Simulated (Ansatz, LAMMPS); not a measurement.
# Localised basis functions on glassy 46SiO2-16Al2O3-16BaO-16Li2O-5Sc2O3 (mol %) (121 atoms), part 3 of 3

Aim: test how closely localised support functions follow the reference on glassy 46SiO2-16Al2O3-16BaO-16Li2O-5Sc2O3 (mol %) (121 atoms), and at what cost. A setting counts as converged where the r.m.s. difference of forces stays under 1 % of the r.m.s. force.

Ansatz 0.2.0; Kohn-Sham DFT, PBE, PAW (set soft_2), plane waves.

The cell: 17 Si, 12 Al, 6 Ba, 12 Li, 4 Sc and 70 O. The quench rate of 30 K/ps is orders of magnitude faster than experiment. The starting topology of bonds comes from the classical model. The Brillouin zone is sampled at Γ only, in a cell whose shortest periodic width is 12 Å. Spin–orbit coupling is left out.

So far. Step 8 (Support functions medium, radius 3.75 Å): Forces differ from the reference by 0.72 meV/Å r.m.s., 0.085 % of their size, well within a tolerance of 1 %; the energy by -4.1 meV/atom. It took roughly 6.3 times the reference's time (one timing each, with unlike analyses asked), in 16 cycles against 10. Step 9 (Changed: basis.ecutwfc = "44.1 Ry" and …): Forces differ from the reference by 0.44 meV/Å r.m.s., 0.052 % of their size, well within a tolerance of 1 %; the energy by -3.1 meV/atom.

### 11. The reference in detail (continued)

Electrostatic potential energy in the ac plane at fractional y = 0.287, with atoms of Si and Al and Li and Sc and O within 0.2 Å of it. With pseudopotentials it is smooth inside the atoms' cores, unlike the true potential.

Ten even steps from '0' (-31 eV) to '9' (11 eV), each cell a mean:
```
999756874000478547999999988888889
998200573000278436999999987533689
998412685212589989999999985000168
999888998777899999999999985000168
999999999999999999987899997422589
999999999999999999863699999888899
999999999998889999876799999999999
888999999976567799888899999999988
456899999875557899999999999999875
013689995356678999999999999998741
002689960006899999999999999998741
225789982038999999887789999999863
778899999899999999742378722699887
999999999999999999742378400389999
999999998889999999887789854567899
999999999899999999999999985565689
999999999999999998889999975686579
999844788999999877678999986565689
999500378899998754357899867777899
999843678899998753246899988999999
999999988999998865567888889999999
999999999999999988888885347999999
999999999888999999999974026899999
999999987655789999999987557999999
```
Columns run along a (11.6 Å; values clipped at the 3rd and 97th percentile), rows up along c (11.6 Å). Atoms in or near the plane, at fractional coordinates: Si at (0.87, 0.86), Al at (0.85, 0.30), Li at (0.62, 0.45), Li at (0.74, 0.06), Sc at (0.31, 0.94), O at (0.14, 0.92), O at (0.28, 0.54).

Mean Löwdin charges: Al +1.24, Ba +1.90, Li +0.79, O -0.89, Sc +1.28, Si +1.68 e (they miss 1.1 % of the electrons, so they add up to more than the cell's charge). The largest share in the top eV of filled states is O p (98 % of the projected weight), and in the lowest eV of empty states Sc d (74 % of the projected weight).

### 12. Structure statistics

These statistics describe the geometry on which the runs were made.

Density 3.22 g/cm³, 12.81 Å³ an atom.

g(r), total and by pair (bins of 0.2 Å):

| r (Å) | total | O-O | O-Si | O-Al | O-Li | O-Ba | O-Sc |
| --- | --- | --- | --- | --- | --- | --- | --- |
| 1.50 | 1.02 | 0.00 | 6.30 | 0.00 | 0.00 | 0.00 | 0.00 |
| 1.70 | 2.38 | 0.00 | 7.40 | 10.22 | 0.00 | 0.00 | 0.00 |
| 1.90 | 0.44 | 0.00 | 0.00 | 1.29 | 2.32 | 0.00 | 0.56 |
| 2.10 | 0.84 | 0.00 | 0.00 | 0.00 | 4.42 | 0.00 | 8.27 |
| 2.30 | 0.13 | 0.00 | 0.00 | 0.00 | 0.83 | 0.00 | 0.89 |
| 2.50 | 0.69 | 1.64 | 0.00 | 0.00 | 0.58 | 0.00 | 0.00 |
| 2.70 | 1.35 | 3.21 | 0.00 | 0.20 | 0.30 | 1.65 | 0.32 |
| 2.90 | 1.12 | 1.85 | 0.12 | 0.09 | 0.69 | 3.25 | 0.79 |
| 3.10 | 1.15 | 1.16 | 0.47 | 0.46 | 0.68 | 2.76 | 0.00 |
| 3.30 | 1.09 | 0.95 | 0.38 | 0.75 | 0.80 | 0.66 | 0.39 |
| 3.50 | 0.92 | 0.60 | 1.30 | 1.38 | 0.72 | 0.72 | 1.07 |
| 3.70 | 1.04 | 0.57 | 1.33 | 1.07 | 1.71 | 1.19 | 1.28 |
| 3.90 | 1.03 | 0.78 | 1.71 | 1.29 | 1.01 | 0.29 | 0.87 |
| 4.10 | 1.02 | 0.64 | 1.88 | 1.73 | 0.91 | 0.53 | 1.05 |
| 4.30 | 1.13 | 0.71 | 1.52 | 1.94 | 1.39 | 1.03 | 1.08 |
| 4.50 | 1.00 | 0.84 | 0.89 | 1.14 | 1.48 | 0.73 | 2.60 |
| 4.70 | 0.96 | 0.98 | 0.66 | 0.80 | 1.14 | 1.48 | 1.81 |
| 4.90 | 0.90 | 1.25 | 0.78 | 0.43 | 0.58 | 1.22 | 0.65 |
| 5.10 | 1.03 | 1.55 | 0.52 | 0.53 | 0.64 | 1.98 | 0.25 |
| 5.30 | 1.01 | 1.31 | 0.83 | 0.68 | 0.78 | 1.25 | 0.62 |
| 5.50 | 0.94 | 1.07 | 0.72 | 0.95 | 1.11 | 0.73 | 0.58 |
| 5.70 | 0.95 | 0.93 | 0.88 | 0.95 | 1.10 | 0.63 | 0.47 |

Bonds by pair of elements; cutoffs follow the first minimum of g(r), held within bounds set by covalent radii, and pairs that aren't listed don't count as bonded:

| pair A-B | cutoff (Å) | bonds | mean length (Å) | spread (Å) | shortest (Å) | B about A | A about B |
| --- | --- | --- | --- | --- | --- | --- | --- |
| O-Si | 2.08 | 68 | 1.61 | 0.032 | 1.55 | 0.971 | 4 |
| O-Al | 2.27 | 48 | 1.75 | 0.045 | 1.66 | 0.686 | 4 |
| O-Li | 2.48 | 46 | 2.09 | 0.14 | 1.87 | 0.657 | 3.83 |
| O-Ba | 3.33 | 47 | 2.96 | 0.173 | 2.6 | 0.671 | 7.83 |
| O-Sc | 2.76 | 20 | 2.10 | 0.132 | 2.00 | 0.286 | 5 |

The cutoffs for O-Li and O-Ba fall short of the minimum of g(r), so counts run low and odd coordinations can be artefacts.

How many atoms have how many bonded neighbours:

| element | mean | 2 | 3 | 4 | 5 | 6 | 7 | 8 | 9 |
| --- | --- | --- | --- | --- | --- | --- | --- | --- | --- |
| Al | 4 | 0 | 0 | 12 | 0 | 0 | 0 | 0 | 0 |
| Ba | 7.83 | 0 | 0 | 0 | 0 | 0 | 2 | 3 | 1 |
| Li | 3.83 | 0 | 5 | 5 | 1 | 1 | 0 | 0 | 0 |
| O | 3.27 | 8 | 38 | 21 | 3 | 0 | 0 | 0 | 0 |
| Sc | 5 | 0 | 0 | 0 | 4 | 0 | 0 | 0 | 0 |
| Si | 4 | 0 | 0 | 17 | 0 | 0 | 0 | 0 | 0 |

Oxygen atoms by the number of network formers (Si, P, Ge, B, Al, As, Ga) bound to them:

| network formers bound to O | O atoms | per cent |
| --- | --- | --- |
| 0 | 1 | 1.4 |
| 1 | 22 | 31.4 |
| 2 | 47 | 67.1 |

Network units: each former by its oxygen neighbours and how many of them bridge to another former:

```csv
former,O neighbours,bridging O,atoms
Si,4,2,4
Si,4,3,10
Si,4,4,3
Al,4,3,4
Al,4,4,8
```

Rings of the network by King's shortest-path rule, up to 12 atoms, one path for each pair of neighbours; H, halogens, alkali and alkaline-earth atoms are left out:

```csv
ring size (atoms),rings,per network atom
4,1,0.01
6,3,0.029
8,15,0.146
10,16,0.155
12,19,0.184
```

First main peaks of g(r), for some of the pairs, lie near 2.7 Å (O-O), 1.6 Å (O-Si), 1.7 Å (O-Al), 2.0 Å (O-Li), 3.0 Å (O-Ba) and 2.1 Å (O-Sc). 67 % of the oxygens bridge two formers and 31 % are non-bridging; 1 % join none. The commonest Si unit has 4 oxygens, 3 of them shared with other formers (10 of 17 atoms). Rings of 12 atoms are the most common (35 % of those counted); sizes run from 4 to 12, where the search stops.

A closer look about O104, which bears the longest force: 8 atoms, nearest first, numbered in the order of the input, with positions taken from that point.

| atom | x | y | z | distance (Å) | bonds | Löwdin charge (e) | Fx | Fy | Fz (eV/Å) |
| --- | --- | --- | --- | --- | --- | --- | --- | --- | --- |
| O104 | 0.00 | 0.00 | 0.00 | 0.00 | 3 | -0.98 | -1.10 | -2.64 | 1.26 |
| Si6 | 0.74 | 1.14 | -0.75 | 1.55 | 4 | 1.68 | -0.73 | 1.16 | 0.51 |
| Li45 | -0.98 | -1.45 | -0.87 | 1.96 | 3 | 0.79 | -0.02 | 1.04 | -0.15 |
| O97 | 2.10 | 1.51 | 0.12 | 2.59 | 3 | -0.84 | 1.00 | -0.97 | -1.09 |
| O109 | 1.11 | 0.89 | -2.26 | 2.67 | 3 | -0.87 | 0.78 | 0.19 | -0.98 |
| O77 | -0.19 | 2.52 | -0.84 | 2.67 | 3 | -0.81 | 0.83 | 0.57 | -0.31 |
| Li37 | -1.54 | -2.21 | 1.44 | 3.05 | 3 | 0.76 | -0.48 | -0.24 | 0.72 |
| O99 | -2.75 | -1.37 | 0.05 | 3.07 | 4 | -1.02 | 2.26 | -1.87 | -0.56 |

### 13. Results

| Item | Value |
| --- | --- |
| free energy per atom | -858.1347 eV/atom |
| pressure | 6.142 GPa |
| r.m.s. force component | 0.845 eV/Å |
| gap (highest filled to lowest empty level) | 3.75 eV |
| wall time of the 6 DFT runs | 8.8 min |

**Reading.** Against plane waves at 420 eV, the forces differ by 0.80 meV/Å (0.095 %) with support functions medium, and by 0.72 meV/Å in the closest run (support functions medium, radius 3.75 Å). At 121 atoms the fastest of the runs at a preset level, support functions low, takes roughly 5.0 times the time of plane waves (whose run also made extra analyses), in 14 SCF cycles against 10. Differences between support functions and plane waves include what basis error the plane-wave run still has.

The highest filled and lowest empty levels differ by 3.75 eV (at Γ alone); a semilocal functional tends to put such gaps too low. In a disordered cell it changes from sample to sample, and tail or defect levels can set it. 67 % of the oxygens bridge two formers and 31 % are non-bridging; 1 % join none.

Caveats: The geometry was minimised with a classical potential and isn't relaxed at this level: its force components are 0.84 eV/Å r.m.s. The pressure of 6.1 GPa belongs to unrelaxed atoms and would change as they relax.

[Long decimals in the printed logs are rounded to 6 places.]

[Logs are printed without paths, hosts, clocks, repeated set-up lines and the standing remarks that a program may print on its own settings, such as how far it seeks lower states.]

[Hosts, paths, dates, database ids (printed as entryN), source tags and the programs' standing remarks are cut or masked in the printed files.]
